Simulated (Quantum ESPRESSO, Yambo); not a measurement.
# NbInO4 (P2/c): G0W0 in Yambo against the screening cutoff, part 2 of 2

Aim: move the screening cutoff of a G0W0 run on NbInO4 (P2/c) over a wide range.

Yambo 5.3.0; LDA and many-body steps on it, plane waves. Known limits of the many-body steps: not at the basis limit; no spin-orbit coupling; coarse k mesh.

So far. Step 2 (1.5 Ha): The gap on the mesh goes from 3.31 eV to 5.40 eV, a correction of +2.09 eV. Step 3 (2.25 Ha): Against the run before, the gap moves by −0.100 eV.

**4. 4.5 Ha**

Level of this step: G0W0 on LDA, plane waves, norm-conserving pseudopotentials (Yambo).

gw9.in

```
HF_and_locXC
gw0
dyson
ppa
em1d
rim_cut
RandQpts= 1000000
RandGvec= 1 RL
EXXRLvcs= 80 Ry
VXCRLvcs= 320 Ry
Chimod= "HARTREE"
% BndsRnXp
 1 | 128 |
%
NGsBlkXp= 9 Ry
% LongDrXp
 1 | 1 | 1 |
%
% GbndRnge
 1 | 128 |
%
DysSolver= "n"
ExtendOut
PPAPntXp= 27.21138 eV
% QPkrange
 9 | 9 | 57 | 60 |
 6 | 6 | 57 | 60 |
 1 | 1 | 57 | 60 |
%
```

Run with:

```
> OMP_NUM_THREADS=2 mpirun -n 4 yambo -F gw9.in -J gw9 -C gw9 > gw9.log
```

The log of the run:

```text
 Yambo, version 5.3.0

 [02] CORE Variables Setup
 =========================

  [... cell, symmetries and grids as in the set-up ...]

  [02.05] Energies & Occupations
  ==============================

  [X] === General ===
  [X] Electronic Temperature                        :  0.000000  0.000000 [eV K]
  [X] Bosonic    Temperature                        :  0.000000  0.000000 [eV K]
  [X] Finite Temperature mode                       : no
  [X] El. density                                   :  0.80827E+24 [cm-3]
[...]
QP @ state[ 1 ] b range                          :   57   60
   QP @ state[ 2 ] K range                          :   6   6
   QP @ state[ 2 ] b range                          :   57   60
   QP @ state[ 3 ] K range                          :   9   9
   QP @ state[ 3 ] b range                          :   57   60
   GF energies kind                                 : Slater exchange(X)+Perdew & Wang(C)
   GF WF`s kind                                     : Slater exchange(X)+Perdew & Wang(C)
   Xs energies kind                                 : Slater exchange(X)+Perdew & Wang(C)
   Xs WF`s kind                                     : Slater exchange(X)+Perdew & Wang(C)

 [11] Game Over & Game summary
```

The job ended after 2.1 min (4 MPI ranks of Arm Neoverse V2, shared host; peak memory 5.7 GiB; 16 min of CPU time).

Numbers from this step:

```yaml
g0w0_gap_on_the_points_computed: 5.228 eV
starting_gap_on_the_mesh: 3.307 eV
k_of_the_valence_top: -0.5, 0, 0
k_of_the_conduction_bottom: 0.25, 0, -0.5
least_direct_g0w0_gap_on_the_computed_points: 5.330 eV
```

Against the run before, the gap moves by −0.069 eV.

**5. 5.5 Ha**

gw10.in, as its differences from gw9.in of step 4:

```diff
@@ -14,3 +14,3 @@
 %
-NGsBlkXp= 9 Ry
+NGsBlkXp= 11 Ry
 % LongDrXp
```

Run with:

```
> OMP_NUM_THREADS=2 mpirun -n 4 yambo -F gw10.in -J gw10 -C gw10 > gw10.log
```

The log of the run:

```text
 Yambo, version 5.3.0

 [02] CORE Variables Setup
 =========================

  [... cell, symmetries and grids as in the set-up ...]

  [02.05] Energies & Occupations
  ==============================

  [X] === General ===
  [X] Electronic Temperature                        :  0.000000  0.000000 [eV K]
  [X] Bosonic    Temperature                        :  0.000000  0.000000 [eV K]
  [X] Finite Temperature mode                       : no
  [X] El. density                                   :  0.80827E+24 [cm-3]
[...]
QP @ state[ 1 ] b range                          :   57   60
   QP @ state[ 2 ] K range                          :   6   6
   QP @ state[ 2 ] b range                          :   57   60
   QP @ state[ 3 ] K range                          :   9   9
   QP @ state[ 3 ] b range                          :   57   60
   GF energies kind                                 : Slater exchange(X)+Perdew & Wang(C)
   GF WF`s kind                                     : Slater exchange(X)+Perdew & Wang(C)
   Xs energies kind                                 : Slater exchange(X)+Perdew & Wang(C)
   Xs WF`s kind                                     : Slater exchange(X)+Perdew & Wang(C)

 [11] Game Over & Game summary
```

Run time: 3.3 min. Hardware: 4 MPI ranks; peak memory 5.7 GiB; 25 min of CPU time.

Numbers from this step:

| Property | Result |
| --- | --- |
| G0W0 gap on the points computed | 5.214 eV |
| starting gap on the mesh | 3.307 eV |
| k of the valence top | -0.5, 0, 0 |
| k of the conduction bottom | 0.25, 0, -0.5 |
| least direct G0W0 gap on the computed points | 5.316 eV |

Against the run before, the gap moves by −0.014 eV.

**6. 7 Ha**

gw11.in, as its differences from gw10.in of step 5:

```diff
@@ -14,3 +14,3 @@
 %
-NGsBlkXp= 11 Ry
+NGsBlkXp= 14 Ry
 % LongDrXp
```

Run with:

```
> OMP_NUM_THREADS=2 mpirun -n 4 yambo -F gw11.in -J gw11 -C gw11 > gw11.log
```

The log of the run:

```text
 Yambo, version 5.3.0

 [02] CORE Variables Setup
 =========================

  [... cell, symmetries and grids as in the set-up ...]

  [02.05] Energies & Occupations
  ==============================

  [X] === General ===
  [X] Electronic Temperature                        :  0.000000  0.000000 [eV K]
  [X] Bosonic    Temperature                        :  0.000000  0.000000 [eV K]
  [X] Finite Temperature mode                       : no
  [X] El. density                                   :  0.80827E+24 [cm-3]
[...]
QP @ state[ 1 ] b range                          :   57   60
   QP @ state[ 2 ] K range                          :   6   6
   QP @ state[ 2 ] b range                          :   57   60
   QP @ state[ 3 ] K range                          :   9   9
   QP @ state[ 3 ] b range                          :   57   60
   GF energies kind                                 : Slater exchange(X)+Perdew & Wang(C)
   GF WF`s kind                                     : Slater exchange(X)+Perdew & Wang(C)
   Xs energies kind                                 : Slater exchange(X)+Perdew & Wang(C)
   Xs WF`s kind                                     : Slater exchange(X)+Perdew & Wang(C)

 [11] Game Over & Game summary
```

Wall time 6.1 min (4 MPI ranks); peak memory 5.8 GiB.

Numbers from this step:

```
G0W0 gap on the points computed              : 5.202 eV
starting gap on the mesh                     : 3.307 eV
k of the valence top                         : -0.5, 0, 0
k of the conduction bottom                   : 0.25, 0, -0.5
least direct G0W0 gap on the computed points : 5.305 eV
```

Against the run before, the gap moves by −0.012 eV.

**7. The runs together**

Times are wall times on 4 MPI ranks of Arm Neoverse V2, shared host, good to a factor of about two.

```tsv
run	mesh	bands	screening cutoff (eV)	DFT gap (eV)	gap on the mesh (eV)	direct (eV)	time
1.5 Ha	4×2×2	128	40.8	3.307	5.396	5.482	60 s
2.25 Ha	4×2×2	128	61.2	3.307	5.296	5.389	62 s
4.5 Ha	4×2×2	128	122.5	3.307	5.228	5.330	2.1 min
5.5 Ha	4×2×2	128	149.7	3.307	5.214	5.316	3.3 min
7 Ha	4×2×2	128	190.5	3.307	5.202	5.305	6.1 min
```

**8. Results**

```yaml
1p5_ha: 5.396 eV
2p25_ha: 5.296 eV
4p5_ha: 5.228 eV
5p5_ha: 5.214 eV
7_ha: 5.202 eV
known_limits: not at the basis limit; no spin-orbit coupling; coarse k mesh
```

**Reading.** The setting moved: screening cutoff. From 1.5 Ha to 7 Ha the gap moves by −0.19 eV, for 6.1 times the time. The last step still moves it by −0.012 eV. Bands and screening cutoff are coupled, so a series along one setting does not show full convergence. Bands and cutoff are finite, so the gap is not at the basis limit. The miss can reach some tenths of an eV and take either sign; the mesh is an error of its own. In the G0W0 runs levels were corrected at 3 k points alone, so a gap called «on the mesh» is the least over those, and an edge elsewhere would be missed. The 4×2×2 mesh is coarse for this cell, which bears on the long-range parts of exchange and screening. The many-body steps are scalar-relativistic: spin-orbit coupling is not in them.

[Paths, hosts, dates, memory and timing lines, banners, echoed tables and standing remarks are left out of the program output.]

[Logs are printed without paths, hosts, clocks, repeated set-up lines and the standing remarks that a program may print on its own settings, such as how far it seeks lower states.]

[Runs of the session that timed out or met a known fault of the program may be left out.]

[Hosts, paths, dates, database ids (printed as entryN), source tags and the programs' standing remarks are cut or masked in the printed files.]
